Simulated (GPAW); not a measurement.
## A GW chain in GPAW: Bi2S2O (P4/nmm)

Aim: the G0W0 gap of Bi2S2O (P4/nmm) on LDA, step by step.

Program: GPAW 26.7.0. Level of theory: LDA and many-body steps on it, plane waves. Results are calculated unless marked as measured.

Most raw output is cut from this account.

### Step 1. Starting point

Symmetry: P4/nmm, No. 129, tetragonal system. Conventional cell: a = 3.954 Å, b = 3.954 Å, c = 14.051 Å, α = 90.00°, β = 90.00°, γ = 90.00°. Nearest to Bi lie 5 S at 2.52 to 2.82 Å. Bi has 4 O at 2.34 Å and 4 S at 3.12 Å nearest. Nearest to S lie 4 Bi at 2.82 Å. Nearest to S lie 5 Bi at 2.52 to 3.12 Å. Nearest to O lie 4 Bi at 2.34 Å. Farther neighbours and most contacts between anions are not listed.

The cell and positions are those that the Materials Project relaxed with its own functionals (PBE, PBE+U or r2SCAN), kept fixed. Spin-orbit coupling is left out unless a step names it.

### Step 2. Ground state

This step: GPAW 26.7.0; DFT, LDA, plane waves, PAW.

The ground-state density comes first.

Input file run.py:

```python
import json
import numpy as np
from gpaw.mpi import world
from ase import Atoms
from gpaw import GPAW, PW, FermiDirac

atoms = Atoms(['Bi', 'Bi', 'Bi', 'Bi', 'S', 'S', 'S', 'S', 'O', 'O'],
    cell=[[3.9541013900, 0.0000000000, 0.0000000000],
      [0.0000000000, 3.9541013900, 0.0000000000],
      [0.0000000000, 0.0000000000, 14.0505795800]],
    scaled_positions=[[0.0000000000, 0.5000000000, 0.8664958300],
      [0.5000000000, 0.0000000000, 0.1335041700],
      [0.5000000000, 0.0000000000, 0.5890931400],
      [0.0000000000, 0.5000000000, 0.4109068600],
      [0.5000000000, 0.0000000000, 0.8943134100],
      [0.0000000000, 0.5000000000, 0.1056865900],
      [0.0000000000, 0.5000000000, 0.6874875200],
      [0.5000000000, 0.0000000000, 0.3125124800],
      [0.0000000000, 0.0000000000, 0.5000000000],
      [0.5000000000, 0.5000000000, 0.5000000000]],
    pbc=(True, True, True))
calc = GPAW(mode=PW(600),
    xc='LDA',
    kpts={'size': (6, 6, 2), 'gamma': True},
    occupations=FermiDirac(0.001),
    nbands=-11,
    convergence={'density': 1e-6, 'bands': -3},
    maxiter=100,
    txt='gs.txt')
atoms.calc = calc
res = {'energy': atoms.get_potential_energy()}
kpts = calc.get_ibz_k_points()
res['kpts'] = kpts
res['eigenvalues'] = [calc.get_eigenvalues(kpt=k) for k in range(len(kpts))]
res['n_electrons'] = calc.get_number_of_electrons()
calc.write('gs.gpw')

if world.rank == 0:
    with open('result.json', 'w') as f:
        json.dump(res, f, default=lambda x: x.tolist())
```

Command:

```
mpirun -n 8 gpaw python run.py
```

Elapsed: 38 s, on 8 MPI ranks of Arm Neoverse V1, shared host; peak memory 1.8 GiB.

This step gave:

| Quantity | Value |
| --- | --- |
| total energy | -59.0391 eV |
| gap | 0.8817 eV |
| k of the valence top | 0.5, 0, 0.5 |
| k of the conduction bottom | 0.5, 0, 0 |
| least direct gap | 0.8826 eV |

The gap is indirect, with the least direct gap 0.001 eV higher.

### Step 3. Empty states on the mesh, 4×4×1 mesh, 1420 bands

The sums over transitions need many empty states on a uniform mesh; this step solves for them.

Input file run.py:

```python
import json
import numpy as np
from gpaw.mpi import world
from gpaw import GPAW

calc = GPAW('gs.gpw').fixed_density(kpts={'size': (4, 4, 1), 'gamma': True},
    parallel={'domain': 1, 'band': 1},
    txt='nscf.txt')
calc.diagonalize_full_hamiltonian(nbands=1420)
calc.write('full.gpw', mode='all')
res = {}
kpts = calc.get_ibz_k_points()
res['kpts'] = kpts
res['eigenvalues'] = [calc.get_eigenvalues(kpt=k) for k in range(len(kpts))]
res['n_electrons'] = calc.get_number_of_electrons()

if world.rank == 0:
    with open('result.json', 'w') as f:
        json.dump(res, f, default=lambda x: x.tolist())
```

Command:

```
mpirun -n 6 gpaw python run.py
```

Elapsed: 7.9 min, on 6 MPI ranks; peak memory 22 GiB.

This step gave:

```yaml
gap: 0.8826 eV
k_of_the_valence_top: 0.5, 0, 0
k_of_the_conduction_bottom: 0.5, 0, 0
least_direct_gap: 0.8826 eV
k_points_computed: 6
lowest_point_of_the_top_converged_band_above_the_valence_top: 184.6887 eV
```

On this mesh the gap is 0.883 eV.

### Step 4. Screening and self-energy, 4×4×1 mesh, 655 bands, screening to 120 eV

Now the one-shot GW correction: screening in the RPA, then the self-energy of the levels asked for.

This step: G0W0 on LDA, plane waves, PAW.

Input file run.py:

```python
import json
import numpy as np
from gpaw.mpi import world
from gpaw.response.g0w0 import G0W0

gw = G0W0('full.gpw',
    filename='gw',
    kpts=[0, 3],
    bands=(46, 50),
    ecut=120,
    nbands=655,
    integrate_gamma='WS',
    ppa=True)
gw.calculate()
res = {mode: {k: v for k, v in r.items() if k != 'sigma_eskwn'}
       for mode, r in gw.all_results.items()}

if world.rank == 0:
    with open('result.json', 'w') as f:
        json.dump(res, f, default=lambda x: x.tolist())
```

Command:

```
mpirun -n 8 gpaw python run.py
```

The job ended after 9.1 min (8 MPI ranks; peak memory 9.8 GiB).

This step gave:

```yaml
g0w0_gap_on_the_points_computed: 1.137 eV
least_direct_g0w0_gap_on_the_computed_points: 1.137 eV
z_at_the_valence_top: 0.7806
z_at_the_conduction_bottom: 0.7937
starting_gap_on_the_mesh: 0.8826 eV
k_of_the_valence_top: 0.5, 0, 0
k_of_the_conduction_bottom: 0.5, 0, 0
```

The gap on the mesh goes from 0.88 eV to 1.14 eV, a correction of +0.25 eV.

Limits: finite bands, cutoff and mesh; no spin-orbit coupling; coarse k mesh. v1 is the top filled band, c1 the lowest empty one. Levels before and after the correction, in eV, zero at the valence-band top of each column:

```csv
,conduction bottom,valence top
Kohn-Sham,0.88,0.00
G0W0,1.14,0.00
```

```csv
,level,energy (eV)
Kohn-Sham,(0.5 0 0) v2-v1,0.000
Kohn-Sham,(0.5 0 0) c1-c2,0.883
G0W0,(0.5 0 0) v2-v1,0.000
G0W0,(0.5 0 0) c1-c2,1.137
```

### Step 5. Where the time went

Times are wall times on the hardware named with each run, good to a factor of about two.

```csv
step,time,share,memory (GiB)
ground state,38 s,4 %,1.8
empty states on the mesh,7.9 min,45 %,22
screening and self-energy,9.1 min,52 %,9.8
```

### Step 6. What came out

```
LDA gap              : 0.88 eV, indirect (only 1 meV under the direct gap)
G0W0 gap on the mesh : 1.14 eV
GW settings          : 4×4×1 mesh, 655 bands, screening to 120 eV, Godby-Needs plasmon pole
known limits         : not at the basis limit; no spin-orbit coupling; coarse k mesh
```

What this shows: G0W0 moves the gap on the mesh from 0.88 eV to 1.14 eV (+0.25 eV), with Z of 0.78 and 0.79 at the edges. Only 2 of the mesh's irreducible points were corrected, so a valley elsewhere could overtake. Bands and cutoff are finite, so the gap is not at the basis limit. The miss can reach some tenths of an eV and take either sign; the mesh is an error of its own. These stock PAW sets were not made for GW. In the G0W0 run levels were corrected at 2 k points alone, so a gap called «on the mesh» is the least over those, and an edge elsewhere would be missed. The 4×4×1 mesh is coarse for this cell, which bears on the long-range parts of exchange and screening. Where an edge is built on 6p states of lead, bismuth or thallium, scalar-relativistic gaps usually stand too wide, by a few tenths to over one eV. The many-body steps are scalar-relativistic: spin-orbit coupling is not in them.

[Paths, hosts, dates, memory and timing lines, banners, echoed tables and standing remarks are left out of the program output.]

[Logs are printed without paths, hosts, clocks, repeated set-up lines and the standing remarks that a program may print on its own settings, such as how far it seeks lower states.]

[Runs of the session that timed out or met a known fault of the program may be left out.]

[Hosts, paths, dates, database ids (printed as entryN), source tags and the programs' standing remarks are cut or masked in the printed files.]
